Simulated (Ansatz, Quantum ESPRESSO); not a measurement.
# MgS (F-43m): phonons by linear response, part 2 of 4

How does MgS (F-43m) vibrate, and is this structure a minimum?

Quantum ESPRESSO 7.5; DFT LDA, scalar-relativistic, plane waves, GBRV ultrasoft pseudopotentials.

So far. Step 2 (A probe with smearing): A gap of 3.2 eV opens on this mesh, so the crystal is taken as an insulator; the start stands at -2.2 GPa. Step 4 (Self-consistent run for the response): The cell stands at -0.001 GPa, close enough for phonons. The relaxed cell has a = 5.592 Å (conventional setting).

**5. Phonons on a q mesh**

Linear response treats each wavevector in the unit cell, with no supercell; the 4×4×4 mesh fixes the range of the force constants to be had.

The input, ph.in:

```
phonons
&inputph
   prefix = 'x'
   outdir = './tmp'
   fildyn = 'x.dyn'
   tr2_ph = 1.0d-18
   epsil = .true.
   ldisp = .true.
   nq1 = 4
   nq2 = 4
   nq3 = 4
/
```

Started as:

```console
OMP_NUM_THREADS=1 mpirun -n 4 ph.x -nk 4 -in ph.in > ph.out
```

Numbers of over 12 decimals in the logs are rounded to 6 here.

The program printed:

```text
[banners, grids, parts of the stress and lines that vanish by symmetry left out]
[banner, memory and clock lines left out]
Program PHONON v.7.5

[...]
Exchange-correlation= PZ
                           (   1   1   0   0   0   0   0)
[...]
(   8 q-points):
[...]
kinetic-energy cut-off    =      45.0000  Ry
     charge density cut-off    =     270.0000  Ry
     convergence threshold     =      1.0E-18
[...]
Exchange-correlation= PZ
                           (   1   1   0   0   0   0   0)
[...]
q = (   0.0000000   0.0000000   0.0000000 )
     25 Sym.Ops. (with q -> -q+G )
     G cutoff =  381.9094  (  22219 G-vectors)     FFT grid: ( 40, 40, 40)
     G cutoff =  254.6063  (  12039 G-vectors)  smooth grid: ( 32, 32, 32)
     number of k points=    29
[...]
Mode symmetry, T_d (-43m)  point group:
[...]
Dielectric constant
[...]
End of electric fields calculation
          Dielectric constant in cartesian axis
          (       4.211796352      -0.000000000      -0.000000000 )
          (      -0.000000000       4.211796352      -0.000000000 )
          (      -0.000000000      -0.000000000       4.211796352 )
          Effective charges (d Force / dE) in cartesian axis without acoustic sum rule applied (asr)
           atom    1  Mg    Mean Z*:        1.87132
      Ex  (        1.87132       -0.00000       -0.00000 )
      Ey  (        0.00000        1.87132        0.00000 )
      Ez  (       -0.00000        0.00000        1.87132 )
           atom    2  S     Mean Z*:       -1.87370
      Ex  (       -1.87370        0.00000       -0.00000 )
      Ey  (        0.00000       -1.87370       -0.00000 )
      Ez  (       -0.00000       -0.00000       -1.87370 )
          Effective charges Sum: Mean:       -0.00238
[...]
Effective charges (d Force / dE) in cartesian axis with asr applied:
           atom    1  Mg    Mean Z*:        1.87251
[...]
atom    2  S     Mean Z*:       -1.87251
[...]
Representation #   1 modes #   1   2   3
[...]
End of self-consistent calculation
     Convergence has been achieved
     Representation #   2 modes #   4   5   6
[...]
End of self-consistent calculation
     Convergence has been achieved
[...]
Dielectric constant in cartesian axis
          (       4.211796352      -0.000000000      -0.000000000 )
          (      -0.000000000       4.211796352      -0.000000000 )
          (      -0.000000000      -0.000000000       4.211796352 )
          Effective charges (d Force / dE) in cartesian axis without acoustic sum rule applied (asr)
           atom    1  Mg    Mean Z*:        1.87132
      Ex  (        1.87132       -0.00000       -0.00000 )
      Ey  (        0.00000        1.87132        0.00000 )
      Ez  (       -0.00000        0.00000        1.87132 )
           atom    2  S     Mean Z*:       -1.87370
      Ex  (       -1.87370        0.00000       -0.00000 )
      Ey  (        0.00000       -1.87370       -0.00000 )
      Ez  (       -0.00000       -0.00000       -1.87370 )
          Effective charges Sum: Mean:       -0.00238
[...]
Effective charges (d Force / dE) in cartesian axis with asr applied:
           atom    1  Mg    Mean Z*:        1.87251
[...]
atom    2  S     Mean Z*:       -1.87251
[...]
Effective charges (d P / du) in cartesian axis
[...]
q = (    0.000000000   0.000000000   0.000000000 )
[...]
freq (    1) =      -0.365702 [THz] =     -12.198499 [cm-1]
     freq (    2) =      -0.365702 [THz] =     -12.198499 [cm-1]
     freq (    3) =      -0.365702 [THz] =     -12.198499 [cm-1]
     freq (    4) =      10.307537 [THz] =     343.822434 [cm-1]
     freq (    5) =      10.307537 [THz] =     343.822434 [cm-1]
     freq (    6) =      10.307537 [THz] =     343.822434 [cm-1]
[...]
Mode symmetry, T_d (-43m)  point group:
     freq (   1-   3) =        -12.2  [cm-1]   --> T_2  G_15 P_4   I+R
     freq (   4-   6) =        343.8  [cm-1]   --> T_2  G_15 P_4   I+R
[...]
Mode symmetry, C_3v (3m)   point group:
[...]
Representation #   1 mode #   1
[...]
End of self-consistent calculation
     Convergence has been achieved
     Representation #   2 mode #   2
[...]
End of self-consistent calculation
     Convergence has been achieved
     Representation #   3 modes #   3   4
[...]
Convergence has been achieved
     Representation #   4 modes #   5   6
[...]
Convergence has been achieved
[...]
q = (   -0.176776695   0.176776695  -0.176776695 )
[...]
freq (    1) =       1.741551 [THz] =      58.091892 [cm-1]
     freq (    2) =       1.741551 [THz] =      58.091892 [cm-1]
     freq (    3) =       5.078089 [THz] =     169.386816 [cm-1]
     freq (    4) =      10.256714 [THz] =     342.127149 [cm-1]
     freq (    5) =      10.256714 [THz] =     342.127149 [cm-1]
     freq (    6) =      12.073814 [THz] =     402.739097 [cm-1]
[...]
Mode symmetry, C_3v (3m)   point group:
     freq (   1-   2) =         58.1  [cm-1]   --> E    L_3
     freq (   3-   3) =        169.4  [cm-1]   --> A_1  L_1
     freq (   4-   5) =        342.1  [cm-1]   --> E    L_3
     freq (   6-   6) =        402.7  [cm-1]   --> A_1  L_1
[...]
Mode symmetry, C_3v (3m)   point group:
[...]
Representation #   1 mode #   1
[...]
Convergence has been achieved
     Representation #   2 mode #   2
[...]
Convergence has been achieved
     Representation #   3 modes #   3   4
[...]
Convergence has been achieved
     Representation #   4 modes #   5   6
[...]
Convergence has been achieved
[...]
q = (    0.353553391  -0.353553391   0.353553391 )
[...]
freq (    1) =       2.324023 [THz] =      77.521075 [cm-1]
     freq (    2) =       2.324023 [THz] =      77.521075 [cm-1]
[...]
Mode symmetry, C_3v (3m)   point group:
     freq (   1-   2) =         77.5  [cm-1]   --> E    L_3
     freq (   3-   3) =        273.7  [cm-1]   --> A_1  L_1
     freq (   4-   5) =        341.7  [cm-1]   --> E    L_3
     freq (   6-   6) =        346.9  [cm-1]   --> A_1  L_1
[...]
Mode symmetry, C_2v (mm2)  point group:
[...]
Convergence has been achieved
[...]
Convergence has been achieved
[...]
Convergence has been achieved
[...]
Convergence has been achieved
[...]
q = (    0.000000000   0.353553391   0.000000000 )
[...]
Mode symmetry, C_2v (mm2)  point group:
     freq (   1-   1) =         89.7  [cm-1]   --> B_1  D_3  S_3
     freq (   2-   2) =         89.7  [cm-1]   --> B_2  D_4  S_4
     freq (   3-   3) =        170.4  [cm-1]   --> A_1  D_1  S_1
     freq (   4-   4) =        340.9  [cm-1]   --> B_1  D_3  S_3
     freq (   5-   5) =        340.9  [cm-1]   --> B_2  D_4  S_4
     freq (   6-   6) =        405.5  [cm-1]   --> A_1  D_1  S_1
[...]
Mode symmetry, C_s (m)     point group:
[...]
q = (    0.530330086  -0.176776695   0.530330086 )
[...]
Mode symmetry, C_s (m)     point group:
     freq (   1-   1) =        103.6  [cm-1]   --> A''
     freq (   2-   2) =        143.8  [cm-1]   --> A'
     freq (   3-   3) =        248.6  [cm-1]   --> A'
     freq (   4-   4) =        340.1  [cm-1]   --> A''
     freq (   5-   5) =        340.9  [cm-1]   --> A'
     freq (   6-   6) =        354.1  [cm-1]   --> A'
[...]
Mode symmetry, C_s (m)     point group:
[...]
q = (    0.353553391   0.000000000   0.353553391 )
[...]
Mode symmetry, C_s (m)     point group:
     freq (   1-   1) =         85.8  [cm-1]   --> A''
     freq (   2-   2) =        145.5  [cm-1]   --> A'
     freq (   3-   3) =        220.4  [cm-1]   --> A'
     freq (   4-   4) =        339.8  [cm-1]   --> A''
     freq (   5-   5) =        344.5  [cm-1]   --> A'
     freq (   6-   6) =        364.0  [cm-1]   --> A'
[...]
Mode symmetry, D_2d (-42m) point group:
[...]
Representation #   3 modes #   3   4
[...]
Convergence has been achieved
     Representation #   4 modes #   5   6
[...]
Convergence has been achieved
[...]
q = (    0.000000000  -0.707106781   0.000000000 )
[...]
freq (    5) =      10.196734 [THz] =     340.126429 [cm-1]
     freq (    6) =      10.397198 [THz] =     346.813188 [cm-1]
[...]
Mode symmetry, D_2d (-42m) point group:
     freq (   1-   2) =        117.3  [cm-1]   --> E    X_5  W_3
     freq (   3-   3) =        286.4  [cm-1]   --> A_1  X_1  W_1
     freq (   4-   5) =        340.1  [cm-1]   --> E    X_5  W_3
     freq (   6-   6) =        346.8  [cm-1]   --> B_2  X_3  W_2
[...]
Mode symmetry, S_4 (-4)    point group:
[...]
Convergence has been achieved
[...]
Convergence has been achieved
[...]
Convergence has been achieved
[...]
Convergence has been achieved
     Representation #   5 mode #   5
[...]
End of self-consistent calculation
     Convergence has been achieved
     Representation #   6 mode #   6
[...]
End of self-consistent calculation
     Convergence has been achieved
[...]
q = (   -0.353553391  -0.707106781   0.000000000 )
[...]
freq (    1) =       4.252656 [THz] =     141.853342 [cm-1]
     freq (    2) =       4.724451 [THz] =     157.590711 [cm-1]
     freq (    3) =       8.081984 [THz] =     269.585964 [cm-1]
     freq (    4) =       9.355688 [THz] =     312.072159 [cm-1]
     freq (    5) =      10.308805 [THz] =     343.864721 [cm-1]
     freq (    6) =      10.452758 [THz] =     348.666467 [cm-1]
[...]
Mode symmetry, S_4 (-4)    point group:
     freq (   1-   1) =        141.9  [cm-1]   --> B    W_3
     freq (   2-   2) =        157.6  [cm-1]   --> E    W_4
     freq (   3-   3) =        269.6  [cm-1]   --> A    W_1
     freq (   4-   4) =        312.1  [cm-1]   --> E*   W_2
     freq (   5-   5) =        343.9  [cm-1]   --> E    W_4
     freq (   6-   6) =        348.7  [cm-1]   --> B    W_3
```

It took 20 min on 4 MPI ranks of Arm Neoverse V2, shared host; 80 min of CPU time.

Read from the output:

```yaml
miss_of_the_charge_sum_rule: 0.002380 e
largest_acoustic_frequency_at_the_zone_centre_before_the_sum_rule: -12.2 cm⁻¹
highest_optical_zone_centre_mode_no_lo_to_term: 343.8 cm⁻¹
lowest_optical_zone_centre_mode: 343.8 cm⁻¹
mean_high_frequency_dielectric_constant: 4.212
largest_born_charge_in_size_third_of_the_trace: 1.874 e
lowest_mode_on_the_q_mesh_acoustic_ones_at_the_zone_centre_apart: 58.09 cm⁻¹
```

Frequencies (cm⁻¹) at each irreducible wavevector; negative means imaginary. Frequencies by wavevector:

| q (fractions) | star | mode 1 | mode 2 | mode 3 | mode 4 | mode 5 | mode 6 |
| --- | --- | --- | --- | --- | --- | --- | --- |
| 0 0 0 | 1 | -12.2 | -12.2 | -12.2 | 343.8 | 343.8 | 343.8 |
| 0 0 0.25 | 8 | 58.09 | 58.09 | 169.4 | 342.1 | 342.1 | 402.7 |
| 0 0 -0.5 | 4 | 77.52 | 77.52 | 273.7 | 341.6 | 341.6 | 346.9 |
| 0 0.25 0.25 | 6 | 89.71 | 89.71 | 170.4 | 340.9 | 340.9 | 405.5 |
| 0 0.25 -0.5 | 24 | 103.6 | 143.8 | 248.6 | 340.1 | 340.9 | 354.1 |
| 0 0.25 -0.25 | 12 | 85.77 | 145.5 | 220.4 | 339.8 | 344.5 | 364 |
| 0 -0.5 -0.5 | 3 | 117.3 | 117.3 | 286.4 | 340.1 | 340.1 | 346.8 |
| 0.25 -0.5 -0.25 | 6 | 141.8 | 157.6 | 269.6 | 312.1 | 343.9 | 348.7 |

Optical modes; normalised displacements of the dynamical-matrix file. The modes at Γ (shares of kinetic energy by element, %):

| mode | frequency (cm⁻¹) | symmetry | Mg % | S % |
| --- | --- | --- | --- | --- |
| 1 | 343.8 | T2 | 57 | 43 |
| 2 | 343.8 | T2 | 57 | 43 |
| 3 | 343.8 | T2 | 57 | 43 |

Displacements in mode 1 (343.8 cm⁻¹), the largest set to 1:
```
Mg1 -1.00  0.78  0.04
S2   0.76 -0.59 -0.03
```

Born charge (rows field, columns displacement), before the sum rule (e), principal values of the symmetric part by kind of site:

| atom | atoms with these values | low | middle | high | mean |
| --- | --- | --- | --- | --- | --- |
| Mg1 | 1 | 1.87 | 1.87 | 1.87 | 1.87 |
| S2 | 1 | -1.87 | -1.87 | -1.87 | -1.87 |

In full for S2:

```
-1.87  0.00  0.00
 0.00 -1.87  0.00
 0.00  0.00 -1.87
```

High-frequency dielectric tensor:

```
4.21 0.00 0.00
0.00 4.21 0.00
0.00 0.00 4.21
```

The acoustic modes at Γ come out as far as 12.2 cm⁻¹ from zero, where they should vanish, a sizeable error of basis and grid; the Born charges miss their sum rule by 0.0024 e, which is good.

**6. Force constants in real space**

The dynamical matrices of the mesh are Fourier-transformed to force constants in real space, after the long-range dipole part is taken out.

The input, q2r.in:

```
&input
   fildyn = 'x.dyn'
   zasr = 'simple'
   flfrc = 'x.fc'
/
```

Started as:

```console
q2r.x < q2r.in > q2r.out
```

The program printed:

```text
[banners, grids, parts of the stress and lines that vanish by symmetry left out]
[banner, memory and clock lines left out]
Program Q2R v.7.5

  reading grid info from file x.dyn0

  reading force constants from file x.dyn1
 macroscopic fields = T
   4.21180  -0.00000  -0.00000
  -0.00000   4.21180  -0.00000
[...]
na=            1
[...]
na=            2
[...]
0.00000  -1.87370  -0.00000
  -0.00000  -0.00000  -1.87370
  alpha Ewald:    1.414479
  nqs=            1
 q=   0.00000000  0.00000000  0.00000000
  reading force constants from file x.dyn2
  alpha Ewald:    1.414479
  nqs=            8
 q=  -0.17677670  0.17677670 -0.17677670
[...]
reading force constants from file x.dyn7
  alpha Ewald:    1.414479
  nqs=            3
[...]
reading force constants from file x.dyn8
  alpha Ewald:    1.414479
  nqs=            6
[...]
q=   0.00000000 -0.35355339 -0.70710678
 q=  -0.00000000  0.35355339 -0.70710678

      q-space grid ok, #points =   64

      fft-check warning: sum of imaginary terms = 3.855031E-09
```

Wall time 0.49 s (1 thread).

**7. Dispersion**

From the force constants any wavevector is cheap; points of the mesh come back as solved, but for the sum rule and, in polar crystals, the LO-TO term at Γ; the rest is interpolation.

The input, matdyn.in:

```
&input
   asr = 'simple'
   flfrc = 'x.fc'
   flfrq = 'x.freq'
   flvec = 'x.modes'
   q_in_band_form = .true.
   q_in_cryst_coord = .true.
/
8
  0.0000000   0.0000000   0.0000000  12  ! GAMMA
 -0.0000000   0.5000000   0.5000000  12  ! X
  0.0000000   0.6250000   0.3750000   1  ! U
 -0.3750000   0.3750000   0.0000000  12  ! K
  0.0000000   0.0000000   0.0000000  12  ! GAMMA
  0.0000000   0.5000000   0.0000000  12  ! L
 -0.2500000   0.5000000   0.2500000  12  ! W
 -0.0000000   0.5000000   0.5000000   1  ! X
```

Started as:

```console
matdyn.x -in matdyn.in > matdyn.out
```

The program printed:

```text
[banner, memory and clock lines left out]
Program MATDYN v.7.5

 mass for atomic type   1 not given; uses mass from file x.fc
 mass for atomic type   2 not given; uses mass from file x.fc
```

Elapsed: 0.49 s, on 1 thread.

Read from the output:

```yaml
lowest_frequency_on_the_path: 0 cm⁻¹
```

Matdyn.x, sum rule simple. The phonon branches at the labelled points (cm⁻¹):

| point | branch 1 | branch 2 | branch 3 | branch 4 | branch 5 | branch 6 |
| --- | --- | --- | --- | --- | --- | --- |
| Γ | 0 | 0 | 0 | 344 | 344 | 432 |
| halfway | 91 | 91 | 171 | 341 | 341 | 406 |
| X | 118 | 118 | 286 | 340 | 340 | 347 |
| halfway | 116 | 135 | 282 | 334 | 340 | 348 |
| U | 110 | 162 | 272 | 322 | 340 | 352 |
| jump to K | 110 | 162 | 272 | 322 | 340 | 352 |
| halfway | 67 | 117 | 179 | 342 | 347 | 388 |
| Γ | 0 | 0 | 0 | 344 | 344 | 432 |
| halfway | 59 | 59 | 170 | 342 | 342 | 403 |
| L | 78 | 78 | 274 | 342 | 342 | 347 |
| halfway | 105 | 141 | 261 | 332 | 342 | 350 |
| W | 142 | 158 | 270 | 312 | 344 | 349 |
| halfway | 129 | 137 | 278 | 328 | 345 | 346 |
| X | 118 | 118 | 286 | 340 | 340 | 347 |

The phonon branches as a text plot (rows in cm⁻¹):

```
    423 |*****                     ********
    405 |     ***                **        **
    387 |        *              *            **
    369 |         **          **               **
    351 |******     **************************  *****************
    333 |      *****************              **   *****     ****
    315 |                 **                            *****
    297 |
    279 |           ******                       ***       ******
    261 |          *      ***                   *   *******
    243 |         *          *                 *
    225 |        *            *
    207 |                      *              *
    189 |       *                            *
    171 |      *          ***   *           *
    153 |     *         **   **  *         *           ******
    135 |              *       *  *                  ** *******
    117 |    *   *********      *         *            *       **
     99 |      **         ****   * *     *         ****
     81 |   * *               **  *            ******
     63 |  * *                  ** **   *   ***
     45 |   *                     * *     **
     27 | **                       **** **
      9 |**                          ***
         Γ           X  U|K            Γ         L        W     X
```

All branches are real along the path.

**8. Sums over the zone**

Sums over the zone need many more wavevectors than were solved, so the interpolation is sampled on a dense mesh.

The input, matdyn.in:

```
&input
   asr = 'simple'
   flfrc = 'x.fc'
   dos = .true.
   fldos = 'x.dos'
   nk1 = 14
   nk2 = 14
   nk3 = 14
   deltaE = 1.0
/
```

Started as:

```console
matdyn.x -in matdyn.in > matdyn.out
```

The program printed:

```text
[banner, memory and clock lines left out]
Program MATDYN v.7.5

 mass for atomic type   1 not given; uses mass from file x.fc
 mass for atomic type   2 not given; uses mass from file x.fc
```

Elapsed: 2.8 s, on 1 thread.

Numbers from this step:

| Item | Value |
| --- | --- |
| share of modes beyond 3i cm⁻¹ on the dense interpolated mesh | 0 |
| zero-point energy per atom | 46.68 meV |
| heat capacity at 300 K | 21.76 J/(mol atoms K) |
| vibrational entropy at 300 K | 25.41 J/(mol atoms K) |

The phonon density of states has structure finer than the step of the table below, so its rows give means over 10 cm⁻¹, whole bins alone (the curve runs from 0 to 432 cm⁻¹). Peaks (cm⁻¹: height): total 344.0: 0.322, 352.0: 0.0871; Mg 344.0: 0.182, 352.0: 0.0475; S 260.0: 0.0217, 344.0: 0.141, 352.0: 0.0396.

Tetrahedra. Table of phonon density of states by wavenumber; means over each step; values in 1/cm⁻¹/cell:

| wavenumber (cm⁻¹) | total | Mg | S |
| --- | --- | --- | --- |
| 10 | 7.4e-5 | 3.3e-5 | 4.3e-5 |
| 20 | 4.9e-4 | 2.1e-4 | 2.8e-4 |
| 30 | 0.00111 | 4.9e-4 | 6.3e-4 |
| 40 | 0.00222 | 9.7e-4 | 0.00125 |
| 50 | 0.00358 | 0.00156 | 0.00201 |
| 60 | 0.00553 | 0.00244 | 0.00310 |
| 70 | 0.00881 | 0.00390 | 0.00491 |
| 80 | 0.0166 | 0.00742 | 0.00920 |
| 90 | 0.0223 | 0.0100 | 0.0122 |
| 100 | 0.0244 | 0.0112 | 0.0132 |
| 110 | 0.0282 | 0.0132 | 0.0151 |
| 120 | 0.0287 | 0.0137 | 0.0150 |
| 130 | 0.0200 | 0.00961 | 0.0104 |
| 140 | 0.0164 | 0.00787 | 0.00857 |
| 150 | 0.0171 | 0.00822 | 0.00887 |
| 160 | 0.0142 | 0.00684 | 0.00737 |
| 170 | 0.00263 | 0.00106 | 0.00157 |
| 180 | 0.00292 | 0.00113 | 0.00178 |
| 190 | 0.00344 | 0.00131 | 0.00213 |
| 200 | 0.00413 | 0.00154 | 0.00259 |
| 210 | 0.00490 | 0.00177 | 0.00313 |
| 220 | 0.00592 | 0.00206 | 0.00387 |
| 230 | 0.00726 | 0.00239 | 0.00487 |
| 240 | 0.00932 | 0.00284 | 0.00648 |
| 250 | 0.0136 | 0.00366 | 0.00996 |
| 260 | 0.0226 | 0.00487 | 0.0178 |
| 270 | 0.0111 | 0.00136 | 0.00977 |
| 280 | 0.00233 | 1.3e-4 | 0.00219 |
| 290 | 2.3e-5 | 5.0e-7 | 2.2e-5 |
| 300 | 0 | 0 | 0 |
| 310 | 7.8e-5 | 7.4e-5 | 4.0e-6 |
| 320 | 0.00721 | 0.00621 | 0.00100 |
| 330 | 0.0201 | 0.0151 | 0.00496 |
| 340 | 0.151 | 0.0854 | 0.0657 |
| 350 | 0.0727 | 0.0408 | 0.0319 |
| 360 | 0.0197 | 0.0121 | 0.00762 |
| 370 | 0.0108 | 0.00685 | 0.00392 |
| 380 | 0.00851 | 0.00534 | 0.00317 |
| 390 | 0.00708 | 0.00436 | 0.00273 |
| 400 | 0.00577 | 0.00348 | 0.00229 |
| 410 | 0.00451 | 0.00267 | 0.00184 |
| 420 | 0.00303 | 0.00176 | 0.00127 |

Harmonic thermodynamic functions per atom, summed over the density of states scaled to three modes an atom; melting is ignored. Thermodynamic functions:

| T (K) | F_vib (meV/atom) | S (J/mol-atom/K) | C_V (J/mol-atom/K) |
| --- | --- | --- | --- |
| 0 | 46.68 | 0 | 0 |
| 50 | 46.39 | 1.987 | 4.29 |
| 100 | 44.12 | 6.915 | 10.57 |
| 200 | 31.53 | 17.16 | 18.69 |
| 300 | 9.29 | 25.41 | 21.76 |
| 400 | -20.52 | 31.87 | 23.06 |
| 500 | -56.35 | 37.09 | 23.71 |
| 600 | -97.11 | 41.45 | 24.07 |
| 700 | -142.1 | 45.18 | 24.3 |
| 800 | -190.6 | 48.43 | 24.45 |
| 900 | -242.3 | 51.32 | 24.55 |
| 1000 | -296.9 | 53.91 | 24.62 |

At 300 K the heat capacity has reached 87 % of the Dulong-Petit value.

(Continued in part 3 of 4.)

[Host names and launcher messages were left out of these logs when they were recorded.]

[Logs are printed without paths, hosts, clocks, repeated set-up lines and the standing remarks that a program may print on its own settings, such as how far it seeks lower states.]

[Hosts, paths, dates, database ids (printed as entryN), source tags and the programs' standing remarks are cut or masked in the printed files.]
